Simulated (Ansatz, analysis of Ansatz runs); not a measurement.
# Be3N2 (P6_3/mmc), nudged elastic band: H transfer from N to N (q = +1), part 3 of 6

How high is the barrier when H changes place in Be3N2 (P6_3/mmc)? The case: H transfer from N to N, charge +1, in a cell of 120 host atoms with 1 H put in.

Ansatz 0.2.0; plane-wave PAW DFT, PBEsol; nudged elastic band between two relaxed defect structures at fixed charge in a uniform background.

So far: Set-up; Relaxation of the start point, charge +1; Relaxation of the end point, charge +1.

### Step 4. Nudged elastic band, charge +1

5 movable images are laid between the ends on a pair-potential path, which keeps atoms from colliding in the first guess. Each image feels the true force across the path and a spring force along it. The highest image is set to climb to the top of the path.

This step: plane-wave PAW DFT, PBEsol; nudged elastic band between two relaxed defect structures at fixed charge in a uniform background.

Contents of qp1.neb/input.yaml:

```yaml
crystal:
  lattice:
    - [8.51188336, 4.91433815, 0.0]
    - [-8.51188336, 4.91433815, 0.0]
    - [0.0, 0.0, 9.71005664]
  atoms:
    - { symbol: Be, position: [-0.0034927, 0.32844395, 0.07926416] }
    - { symbol: Be, position: [0.16758349, 0.16620772, 0.07778886] }
    - { symbol: Be, position: [0.33379632, 0.00320955, 0.07923952] }
    - { symbol: Be, position: [-0.00281397, 0.16591475, 0.57815305] }
    - { symbol: Be, position: [0.16727921, -0.00017529, 0.57892059] }
    - { symbol: Be, position: [0.32094839, 0.31946005, 0.57638881] }
    - { symbol: Be, position: [2.418e-05, 0.16475184, 0.92159294] }
    - { symbol: Be, position: [0.16371832, -0.00366201, 0.92215813] }
    - { symbol: Be, position: [0.33476391, 0.33576397, 0.92049408] }
    - { symbol: Be, position: [0.00072729, 0.33528911, 0.42155708] }
    - { symbol: Be, position: [0.16113726, 0.16198261, 0.41965649] }
    - { symbol: Be, position: [0.33133642, -0.00363091, 0.42154925] }
    - { symbol: Be, position: [-0.00157689, -0.00172631, 0.24688062] }
    - { symbol: Be, position: [0.1650168, 0.33152077, 0.2502414] }
    - { symbol: Be, position: [0.33226275, 0.16593487, 0.25904896] }
    - { symbol: Be, position: [-0.00075047, -0.00115585, 0.74901063] }
    - { symbol: Be, position: [0.16450961, 0.33126801, 0.7499636] }
    - { symbol: Be, position: [0.33122204, 0.16345113, 0.75919192] }
    - { symbol: "N", position: [-0.00184104, -0.00129868, 0.00020643] }
    - { symbol: "N", position: [0.16554008, 0.33200625, -0.00011025] }
    - { symbol: "N", position: [0.33270267, 0.16623595, -0.00368857] }
    - { symbol: "N", position: [-0.00086068, -0.00189561, 0.50056552] }
    - { symbol: "N", position: [0.1647338, 0.33117113, 0.49946583] }
    - { symbol: "N", position: [0.33125125, 0.1645384, 0.49603114] }
    - { symbol: "N", position: [-0.00107947, 0.33217718, 0.25004169] }
    - { symbol: "N", position: [0.16515975, 0.16503949, 0.24910517] }
    - { symbol: "N", position: [0.33257173, -0.00049728, 0.2500276] }
    - { symbol: "N", position: [-0.00177085, 0.16502828, 0.7497545] }
    - { symbol: "N", position: [0.16508328, -0.0028228, 0.75053742] }
    - { symbol: "N", position: [0.32884352, 0.32822421, 0.74839142] }
    - { symbol: Be, position: [-0.00366775, 0.83062498, 0.07773101] }
    - { symbol: Be, position: [0.16870584, 0.66587099, 0.07782559] }
    - { symbol: Be, position: [0.32824915, 0.49695164, 0.07939126] }
    - { symbol: Be, position: [-0.00148284, 0.66575294, 0.57870528] }
    - { symbol: Be, position: [0.16968798, 0.50218277, 0.57924101] }
    - { symbol: Be, position: [0.33317917, 0.82924798, 0.57924917] }
    - { symbol: Be, position: [0.00211342, 0.66568068, 0.92220278] }
    - { symbol: Be, position: [0.15910096, 0.49247977, 0.92254518] }
    - { symbol: Be, position: [0.33235215, 0.83896947, 0.9225436] }
    - { symbol: Be, position: [0.00443433, 0.83444363, 0.4198285] }
    - { symbol: Be, position: [0.16318019, 0.66578496, 0.42104618] }
    - { symbol: Be, position: [0.33113147, 0.49420947, 0.42159552] }
[... 6 lines left out ...]
    - { symbol: "N", position: [-0.00062454, 0.49892794, 0.00294538] }
    - { symbol: "N", position: [0.16622145, 0.83261854, 0.0029042] }
    - { symbol: "N", position: [0.33292092, 0.66576322, -0.00919302] }
    - { symbol: "N", position: [0.00051092, 0.49970338, 0.5029331] }
    - { symbol: "N", position: [0.1665668, 0.83182776, 0.50292194] }
    - { symbol: "N", position: [0.33412379, 0.66579506, 0.49585295] }
    - { symbol: "N", position: [-0.00052865, 0.83212743, 0.24904558] }
    - { symbol: "N", position: [0.16702878, 0.66583119, 0.24928253] }
    - { symbol: "N", position: [0.33230169, 0.49868524, 0.25056212] }
    - { symbol: "N", position: [5.93e-05, 0.66568065, 0.75058211] }
    - { symbol: "N", position: [0.16892226, 0.49996334, 0.75099742] }
    - { symbol: "N", position: [0.33465604, 0.83144975, 0.75099833] }
[... 18 lines left out ...]
    - { symbol: "N", position: [0.49926733, -0.00047727, 4.518e-05] }
    - { symbol: "N", position: [0.66525642, 0.33281769, 7.146e-05] }
    - { symbol: "N", position: [0.83224729, 0.16531677, -0.00363451] }
    - { symbol: "N", position: [0.49936383, 0.00038786, 0.49956941] }
    - { symbol: "N", position: [0.66682746, 0.33343365, 0.50045147] }
    - { symbol: "N", position: [0.83245519, 0.16692848, 0.49607193] }
[... 36 lines left out ...]
    - { symbol: H, position: [0.61224813, 0.66537651, 0.77554229] }
total_charge: 1
basis:
  ecutwfc: 420
  xc_grid: 2
hamiltonian:
  xc: pbesol
kpoints:
  mp_grid: { grid: [1, 1, 1], shift: [0.25, 0.25, 0.25] }
scf:
  occupations: { method: fixed }
  max_iter: 150
output:
  forces: true
neb:
  images: 5
  f_tol: 0.04
  climbing: true
  initial_path: idpp
  max_iterations: 45
  order_check: false
  final_atoms:
[... 100 lines left out ...]
    - { symbol: Be, position: [0.6658798, 0.66516746, 0.42333787] }
    - { symbol: Be, position: [0.83767107, 0.5027468, 0.42161064] }
    - { symbol: Be, position: [0.49948496, 0.49915372, 0.23793018] }
    - { symbol: Be, position: [0.66589622, 0.83304632, 0.26106031] }
    - { symbol: Be, position: [0.83235933, 0.66558518, 0.23835657] }
    - { symbol: Be, position: [0.48385839, 0.49207631, 0.71396789] }
    - { symbol: Be, position: [0.66584879, 0.83438987, 0.76214104] }
    - { symbol: Be, position: [0.84737945, 0.67386846, 0.71494917] }
[... 4 lines left out ...]
    - { symbol: "N", position: [0.66585775, 0.83397163, 0.49514821] }
    - { symbol: "N", position: [0.83349817, 0.66598904, 0.51149122] }
    - { symbol: "N", position: [0.49965009, 0.83319795, 0.24901913] }
    - { symbol: "N", position: [0.66592623, 0.66585107, 0.25245736] }
    - { symbol: "N", position: [0.83310762, 0.49945015, 0.25059814] }
    - { symbol: "N", position: [0.50005596, 0.66462557, 0.74882189] }
    - { symbol: "N", position: [0.66579176, 0.50745581, 0.75070517] }
    - { symbol: "N", position: [0.83158407, 0.83048822, 0.74884576] }
    - { symbol: H, position: [0.66461508, 0.6117902, 0.77552253] }
```

On the command line:

```bash
ansatz run input.yaml --threads 4 --pin off --max-ram 14131MiB --backend cpu --events-out ev --progress --plain --runs-dir out
```

Numbers of over 12 decimals in the logs are rounded to 6 here.

What it wrote:

```text
[...]
Warning: neb: disabling space-group detection — the band's intermediate images generally break the endpoint symmetry, so the full k-mesh is solved, and no spatial operation symmetrises the density, except that a semilocal band can use its path's symmetry [...]
[...]
parallel-image band execution: 4 concurrent image workers
NEB image 0
Crystal: 121 atoms, lattice volume = 812.349 Å³
Basis set: ecut = 420 eV, 15933 PW (Γ), exchange–correlation on 144×144×144 points (8 copies of the dense FFT grid, shifted against one another)
Bands: 313, of which v1, the nominal top of the filled ones, is band 192 counted from 1 (191 counted from 0)
Symmetry: 1 space group operations
k-points: 1
[...]
SCF iter   1: F=—  HF=-24830.709400 eV  |F-HF|=—  |Δ(HF+E_count)|=         —  Δρ=6.20e-3  dr2=3.23e-1  ethr=1.77e-3  ⟨swp⟩=6.0  Hψ=1326  notcnv=0  defer=118
[...]
SCF iter   8: F=-24830.614964 eV  HF=-24830.614964 eV  |F-HF|=4.62e-10  |Δ(HF+E_count)|=   2.63e-8  Δρ=9.00e-7  dr2=4.77e-9  ethr=2.60e-11  ⟨swp⟩=4.0  Hψ=702  notcnv=0
SCF 1 converged in 8 iterations: F = -24830.614964 eV  dr2 = 4.77e-9
[...]
NSCF: frozen V_eff on 1 k-points
NEB image 6
SCF iter   1: F=—  HF=-24830.708594 eV  |F-HF|=—  |Δ(HF+E_count)|=         —  Δρ=6.19e-3  dr2=3.21e-1  ethr=1.77e-3  ⟨swp⟩=6.0  Hψ=1300  notcnv=0  defer=118
[...]
SCF iter   8: F=-24830.614859 eV  HF=-24830.614859 eV  |F-HF|=5.09e-10  |Δ(HF+E_count)|=   2.66e-8  Δρ=8.96e-7  dr2=4.76e-9  ethr=2.60e-11  ⟨swp⟩=3.0  Hψ=701  notcnv=0
SCF 2 converged in 8 iterations: F = -24830.614859 eV  dr2 = 4.76e-9
[...]
NEB end point (image 0): max|allowed force component| = 1.346e-2 eV/Å (the criterion of neb.relax_end_points is 1.000e-2)
NEB end point (image 6): max|allowed force component| = 1.489e-2 eV/Å (the criterion of neb.relax_end_points is 1.000e-2)
NEB image 1
SCF iter   1: F=—  HF=-24830.417275 eV  |F-HF|=—  |Δ(HF+E_count)|=         —  Δρ=6.21e-3  dr2=3.33e-1  ethr=1.77e-3  ⟨swp⟩=6.0  Hψ=1155  notcnv=0  defer=118
[...]
SCF iter   8: F=-24830.319396 eV  HF=-24830.319396 eV  |F-HF|=0.00e0  |Δ(HF+E_count)|=   3.26e-8  Δρ=1.01e-6  dr2=5.66e-9  ethr=2.60e-11  ⟨swp⟩=4.0  Hψ=702  notcnv=0
SCF 3 converged in 8 iterations: F = -24830.319396 eV  dr2 = 5.66e-9
NEB image 2
SCF iter   1: F=—  HF=-24830.026177 eV  |F-HF|=—  |Δ(HF+E_count)|=         —  Δρ=6.29e-3  dr2=3.58e-1  ethr=1.77e-3  ⟨swp⟩=6.0  Hψ=1153  notcnv=0  defer=117
[...]
SCF iter   8: F=-24829.920976 eV  HF=-24829.920976 eV  |F-HF|=1.11e-9  |Δ(HF+E_count)|=   5.21e-8  Δρ=1.21e-6  dr2=7.41e-9  ethr=2.60e-11  ⟨swp⟩=4.0  Hψ=839  notcnv=0
SCF 4 converged in 8 iterations: F = -24829.920976 eV  dr2 = 7.41e-9
NEB image 3
SCF iter   1: F=—  HF=-24829.871953 eV  |F-HF|=—  |Δ(HF+E_count)|=         —  Δρ=6.36e-3  dr2=3.75e-1  ethr=1.77e-3  ⟨swp⟩=6.0  Hψ=1313  notcnv=0  defer=117
[...]
SCF iter   8: F=-24829.760287 eV  HF=-24829.760287 eV  |F-HF|=1.02e-10  |Δ(HF+E_count)|=   4.21e-8  Δρ=1.28e-6  dr2=8.55e-9  ethr=2.60e-11  ⟨swp⟩=4.0  Hψ=744  notcnv=0
SCF 5 converged in 8 iterations: F = -24829.760287 eV  dr2 = 8.55e-9
NEB image 4
SCF iter   1: F=—  HF=-24830.024680 eV  |F-HF|=—  |Δ(HF+E_count)|=         —  Δρ=6.29e-3  dr2=3.58e-1  ethr=1.77e-3  ⟨swp⟩=6.0  Hψ=1153  notcnv=0  defer=117
[...]
SCF iter   8: F=-24829.919311 eV  HF=-24829.919311 eV  |F-HF|=1.12e-9  |Δ(HF+E_count)|=   5.09e-8  Δρ=1.22e-6  dr2=7.62e-9  ethr=2.60e-11  ⟨swp⟩=4.0  Hψ=839  notcnv=0
SCF 6 converged in 8 iterations: F = -24829.919311 eV  dr2 = 7.62e-9
NEB image 5
SCF iter   1: F=—  HF=-24830.417130 eV  |F-HF|=—  |Δ(HF+E_count)|=         —  Δρ=6.22e-3  dr2=3.35e-1  ethr=1.77e-3  ⟨swp⟩=6.0  Hψ=1298  notcnv=0  defer=118
[...]
SCF iter   8: F=-24830.318262 eV  HF=-24830.318262 eV  |F-HF|=2.18e-11  |Δ(HF+E_count)|=   3.51e-8  Δρ=1.00e-6  dr2=5.58e-9  ethr=2.60e-11  ⟨swp⟩=4.0  Hψ=702  notcnv=0
SCF 7 converged in 8 iterations: F = -24830.318262 eV  dr2 = 5.58e-9
NEB iter   1: max|band force component| = 1.874e0 eV/Å  barrier→ = 0.8547 eV  barrier← = 0.8546 eV  Δτ_max = 0.2000 Å  (56 SCF iters)
NEB image 1
[...]
iter 1 solved again at ethr=3.51e-6 eV; its pass at ethr=3.10e-3 eV (dr2=1.35e-2 eV) is discarded
[...]
SCF iter   7: F=-24830.488608 eV  HF=-24830.488608 eV  |F-HF|=3.43e-9  |Δ(HF+E_count)|=  5.78e-10  Δρ=9.50e-7  dr2=6.57e-9  ethr=2.60e-11  ⟨swp⟩=3.0  Hψ=701  notcnv=0
SCF 8 converged in 7 iterations: F = -24830.488608 eV  dr2 = 6.57e-9
NEB image 2
[...]
SCF iter   7: F=-24830.247240 eV  HF=-24830.247240 eV  |F-HF|=1.74e-9  |Δ(HF+E_count)|=   1.23e-9  Δρ=1.10e-6  dr2=8.39e-9  ethr=2.60e-11  ⟨swp⟩=3.0  Hψ=701  notcnv=0
SCF 9 converged in 7 iterations: F = -24830.247240 eV  dr2 = 8.39e-9
NEB image 3
[...]
SCF iter   7: F=-24830.118788 eV  HF=-24830.118788 eV  |F-HF|=1.23e-9  |Δ(HF+E_count)|=   2.55e-9  Δρ=1.13e-6  dr2=8.85e-9  ethr=2.60e-11  ⟨swp⟩=3.0  Hψ=701  notcnv=0
SCF 10 converged in 7 iterations: F = -24830.118788 eV  dr2 = 8.85e-9
NEB image 4
[...]
SCF iter   7: F=-24830.244729 eV  HF=-24830.244729 eV  |F-HF|=1.69e-9  |Δ(HF+E_count)|=   1.34e-9  Δρ=1.10e-6  dr2=8.37e-9  ethr=2.60e-11  ⟨swp⟩=3.0  Hψ=701  notcnv=0
SCF 11 converged in 7 iterations: F = -24830.244729 eV  dr2 = 8.37e-9
NEB image 5
[...]
SCF iter   7: F=-24830.487281 eV  HF=-24830.487281 eV  |F-HF|=3.34e-9  |Δ(HF+E_count)|=  5.35e-10  Δρ=9.47e-7  dr2=6.49e-9  ethr=2.60e-11  ⟨swp⟩=3.0  Hψ=701  notcnv=0
SCF 12 converged in 7 iterations: F = -24830.487281 eV  dr2 = 6.49e-9
NEB iter   2: max|band force component| = 1.460e0 eV/Å  barrier→ = 0.4962 eV  barrier← = 0.4961 eV  Δτ_max = 0.2000 Å  (35 SCF iters)
NEB image 1
[...]
SCF iter   7: F=-24830.448613 eV  HF=-24830.448613 eV  |F-HF|=4.60e-8  |Δ(HF+E_count)|=   8.05e-8  Δρ=3.11e-6  dr2=6.83e-8  ethr=2.60e-11  ⟨swp⟩=4.0  Hψ=893  notcnv=0
SCF 13 converged in 7 iterations: F = -24830.448613 eV  dr2 = 6.83e-8
NEB image 2
[...]
SCF iter   7: F=-24830.325490 eV  HF=-24830.325490 eV  |F-HF|=4.05e-8  |Δ(HF+E_count)|=   6.39e-8  Δρ=3.82e-6  dr2=9.54e-8  ethr=2.60e-11  ⟨swp⟩=3.0  Hψ=979  notcnv=0
SCF 14 converged in 7 iterations: F = -24830.325490 eV  dr2 = 9.54e-8
NEB image 3
[...]
[... 7 atoms left out ...]
  atom 106  Be    -0.00009171    -0.00123819     0.00016303
  atom 107  Be    -0.00106866     0.00095141     0.00635496
  atom 108  Be     0.00126719     0.00110627     0.00663173
  [... 9 atoms left out ...]
  atom 118  N      0.00046503    -0.00026318    -0.00035651
  atom 119  N     -0.00039682    -0.00031197    -0.00044425
  [... 1 atom left out ...]
  atom 121  H     -0.00006666    -0.00110254    -0.00123389
  max |Σ_I F_I| component: 6.03e-6 eV/Å
--- Band table (eV) ---
[...]
this run last wrote the band of iteration 17 to <dir>; this run last wrote the band within `neb.f_tol` of iteration 16 to <dir>
--- NEB band (7 images, 17 band iterations, 478 SCF iterations) ---
  forward barrier  = 0.307265 eV
  backward barrier = 0.307161 eV
  climbing image's point = of an order that was not read
  energies are F+E_penalty+E_count in eV, relative to image 0
  image     s (Å)  Δ vs image 0  max|band force component| (eV/Å)
      0    0.0000      0.000000                                 —
      1    0.3275      0.023122                          2.269e-2
      2    0.6550      0.087641                          3.526e-2
  *   3    0.9830      0.307265                          8.843e-3
      4    1.3035      0.090848                          2.724e-2
      5    1.6234      0.023979                          2.412e-2
      6    1.9434      0.000104                                 —
  climbing-image geometry (image 3):
  cell:  # Å, volume = 812.3486 Å³
    - [8.51188336, 4.91433815, 0.0]
    - [-8.51188336, 4.91433815, 0.0]
    - [0.0, 0.0, 9.71005664]
  atoms:
    - { symbol: Be, position: [0.000522, 0.331354, 0.079049] }
    - { symbol: Be, position: [0.168336, 0.168312, 0.077269] }
    - { symbol: Be, position: [0.331338, 0.000422, 0.079050] }
    - { symbol: Be, position: [-0.002103, 0.167063, 0.578426] }
    - { symbol: Be, position: [0.167084, -0.002201, 0.578415] }
    - { symbol: Be, position: [0.313983, 0.313962, 0.575074] }
    - { symbol: Be, position: [-0.002305, 0.164028, 0.922044] }
    - { symbol: Be, position: [0.164094, -0.002284, 0.922034] }
    - { symbol: Be, position: [0.336188, 0.336127, 0.920066] }
    - { symbol: Be, position: [-0.002155, 0.333346, 0.421662] }
    - { symbol: Be, position: [0.159105, 0.159038, 0.418338] }
    - { symbol: Be, position: [0.333438, -0.002138, 0.421665] }
    - { symbol: Be, position: [-0.001237, -0.001277, 0.241600] }
    - { symbol: Be, position: [0.165888, 0.332221, 0.257016] }
    - { symbol: Be, position: [0.332264, 0.165847, 0.256892] }
    - { symbol: Be, position: [0.001034, 0.000995, 0.745781] }
    - { symbol: Be, position: [0.163105, 0.331066, 0.756989] }
    - { symbol: Be, position: [0.331110, 0.163066, 0.756858] }
    - { symbol: N, position: [-0.000703, -0.000752, 0.002127] }
    - { symbol: N, position: [0.166416, 0.332971, -0.003217] }
    - { symbol: N, position: [0.333009, 0.166376, -0.003172] }
    - { symbol: N, position: [-0.001266, -0.001301, 0.501880] }
    - { symbol: N, position: [0.163932, 0.330705, 0.496186] }
    - { symbol: N, position: [0.330746, 0.163891, 0.496230] }
    - { symbol: N, position: [-0.000467, 0.332696, 0.250048] }
    - { symbol: N, position: [0.165421, 0.165380, 0.248440] }
    - { symbol: N, position: [0.332738, -0.000510, 0.250049] }
    - { symbol: N, position: [-0.002726, 0.165692, 0.750240] }
    - { symbol: N, position: [0.165733, -0.002766, 0.750228] }
    - { symbol: N, position: [0.326103, 0.326065, 0.747288] }
    - { symbol: Be, position: [-0.000310, 0.830928, 0.078586] }
    - { symbol: Be, position: [0.168887, 0.667501, 0.078294] }
    - { symbol: Be, position: [0.328594, 0.497677, 0.079433] }
    - { symbol: Be, position: [0.001281, 0.667511, 0.578173] }
    - { symbol: Be, position: [0.168370, 0.499854, 0.578273] }
    - { symbol: Be, position: [0.332314, 0.829923, 0.578928] }
    - { symbol: Be, position: [0.001067, 0.664865, 0.922416] }
    - { symbol: Be, position: [0.163099, 0.497696, 0.921884] }
    - { symbol: Be, position: [0.334846, 0.836188, 0.922226] }
    - { symbol: Be, position: [0.000287, 0.833854, 0.420961] }
    - { symbol: Be, position: [0.164702, 0.665308, 0.421328] }
    - { symbol: Be, position: [0.334127, 0.497675, 0.422751] }
    - { symbol: Be, position: [0.000297, 0.499461, 0.243014] }
    - { symbol: Be, position: [0.166513, 0.832572, 0.249923] }
    - { symbol: Be, position: [0.333572, 0.666010, 0.257745] }
    - { symbol: Be, position: [0.000767, 0.499639, 0.743731] }
    - { symbol: Be, position: [0.167999, 0.831848, 0.751231] }
    - { symbol: Be, position: [0.335255, 0.664463, 0.764058] }
    - { symbol: N, position: [0.000226, 0.499625, 0.002647] }
    - { symbol: N, position: [0.166689, 0.832587, -0.000147] }
    - { symbol: N, position: [0.334102, 0.665862, -0.005644] }
    - { symbol: N, position: [0.000118, 0.499717, 0.502785] }
    - { symbol: N, position: [0.166379, 0.831889, 0.500197] }
    - { symbol: N, position: [0.334504, 0.666384, 0.497884] }
    - { symbol: N, position: [-0.000425, 0.832415, 0.249758] }
    - { symbol: N, position: [0.167115, 0.666080, 0.249731] }
    - { symbol: N, position: [0.333134, 0.499133, 0.251148] }
    - { symbol: N, position: [0.000964, 0.665799, 0.750367] }
    - { symbol: N, position: [0.168118, 0.499642, 0.749949] }
    - { symbol: N, position: [0.335556, 0.831503, 0.750604] }
    - { symbol: Be, position: [0.497769, 0.328584, 0.079418] }
    - { symbol: Be, position: [0.667521, 0.168906, 0.078306] }
    - { symbol: Be, position: [0.830910, -0.000463, 0.078560] }
    - { symbol: Be, position: [0.499950, 0.168374, 0.578275] }
[...]
- { symbol: N, position: [0.499667, 0.000192, 0.002694] }
    - { symbol: N, position: [0.665907, 0.334068, -0.005743] }
    - { symbol: N, position: [0.832625, 0.166653, -4.695562890111065e-5] }
    - { symbol: N, position: [0.499755, 6.863735419490591e-5, 0.502832] }
    - { symbol: N, position: [0.666421, 0.334454, 0.497797] }
    - { symbol: N, position: [0.831934, 0.166332, 0.500293] }
    - { symbol: N, position: [0.499177, 0.333093, 0.251137] }
    - { symbol: N, position: [0.666122, 0.167075, 0.249739] }
    - { symbol: N, position: [0.832454, -0.000470, 0.249733] }
    - { symbol: N, position: [0.499687, 0.168081, 0.749950] }
    - { symbol: N, position: [0.665838, 0.000925, 0.750377] }
    - { symbol: N, position: [0.831540, 0.335514, 0.750593] }
[...]
- { symbol: Be, position: [0.500248, 0.662629, 0.927875] }
    - { symbol: Be, position: [0.662758, 0.500332, 0.927884] }
    - { symbol: Be, position: [0.836072, 0.835923, 0.922758] }
    - { symbol: Be, position: [0.500504, 0.837525, 0.420191] }
    - { symbol: Be, position: [0.666861, 0.666754, 0.422316] }
    - { symbol: Be, position: [0.837590, 0.500565, 0.420199] }
    - { symbol: Be, position: [0.499560, 0.499518, 0.235103] }
    - { symbol: Be, position: [0.665947, 0.833043, 0.253114] }
    - { symbol: Be, position: [0.833086, 0.665904, 0.252691] }
    - { symbol: Be, position: [0.481443, 0.481396, 0.702655] }
    - { symbol: Be, position: [0.671061, 0.839387, 0.753083] }
    - { symbol: Be, position: [0.839416, 0.671017, 0.752455] }
    - { symbol: N, position: [0.499697, 0.499662, 0.007306] }
    - { symbol: N, position: [0.666415, 0.832890, -0.001386] }
    - { symbol: N, position: [0.832933, 0.666376, -0.001165] }
    - { symbol: N, position: [0.497610, 0.497564, 0.513519] }
    - { symbol: N, position: [0.666278, 0.833338, 0.499148] }
    - { symbol: N, position: [0.833375, 0.666235, 0.499360] }
    - { symbol: N, position: [0.499567, 0.833314, 0.249384] }
    - { symbol: N, position: [0.666132, 0.666089, 0.251638] }
    - { symbol: N, position: [0.833355, 0.499522, 0.249395] }
    - { symbol: N, position: [0.509506, 0.662700, 0.750808] }
    - { symbol: N, position: [0.662737, 0.509460, 0.750815] }
    - { symbol: N, position: [0.834531, 0.834493, 0.750059] }
    - { symbol: H, position: [0.615403, 0.615386, 0.767379] }
[key lines of the parts left out:]
SCF converged after 4 iterations
Free energy (F): -24830.307699 eV
Fermi energy:    7.708870 eV
```

Elapsed: 11 min, on 4 threads of Intel Xeon Platinum 8488C (Sapphire Rapids), shared host; peak memory 5.5 GiB.

Images along the path:

| image | path (Å) | energy (eV) | H121: x, y, z (Å) |
| --- | --- | --- | --- |
| 0 | 0.000 | 0.0000 | -0.452, 6.279, 7.531 |
| 1 | 0.328 | 0.0231 | -0.380, 6.162, 7.514 |
| 2 | 0.655 | 0.0876 | -0.279, 6.086, 7.476 |
| 3 | 0.983 | 0.3073 | 0.000, 6.049, 7.451 |
| 4 | 1.303 | 0.0908 | 0.275, 6.085, 7.474 |
| 5 | 1.623 | 0.0240 | 0.379, 6.159, 7.513 |
| 6 | 1.943 | 0.0001 | 0.450, 6.273, 7.530 |

This step gave:

```yaml
free_energy: -24830.3077 eV
barrier_forward: 0.3073 eV
barrier_backward: 0.3072 eV
end_less_start: 1.04e-4 eV
hop_length: 0.9019 Å
```

Track of the atom that was set to move:

| image | x (Å) | y (Å) | z (Å) | nearest neighbour | distance (Å) |
| --- | --- | --- | --- | --- | --- |
| 0 | -0.452 | 6.279 | 7.531 | N | 1.059 |
| 1 | -0.38 | 6.162 | 7.514 | N | 1.064 |
| 2 | -0.279 | 6.086 | 7.476 | N | 1.096 |
| 3 | 0 | 6.049 | 7.451 | N | 1.345 |
| 4 | 0.275 | 6.085 | 7.474 | N | 1.099 |
| 5 | 0.379 | 6.159 | 7.513 | N | 1.065 |
| 6 | 0.45 | 6.273 | 7.53 | N | 1.059 |

The band met its tolerance of 0.04 eV/Å after 17 iterations, with image 3 on top (the start counts as 0). H121, which moves farthest between the ends, has 1 N at 1.06 Å nearest at the start and 2 N at 1.35 Å and 1 Be at 1.46 Å at the top.

(Part 3 of 6 ends here.)

[Logs are printed without paths, hosts, clocks, repeated set-up lines and the standing remarks that a program may print on its own settings, such as how far it seeks lower states.]

[Hosts, paths, dates, database ids (printed as entryN), source tags and the programs' standing remarks are cut or masked in the printed files.]
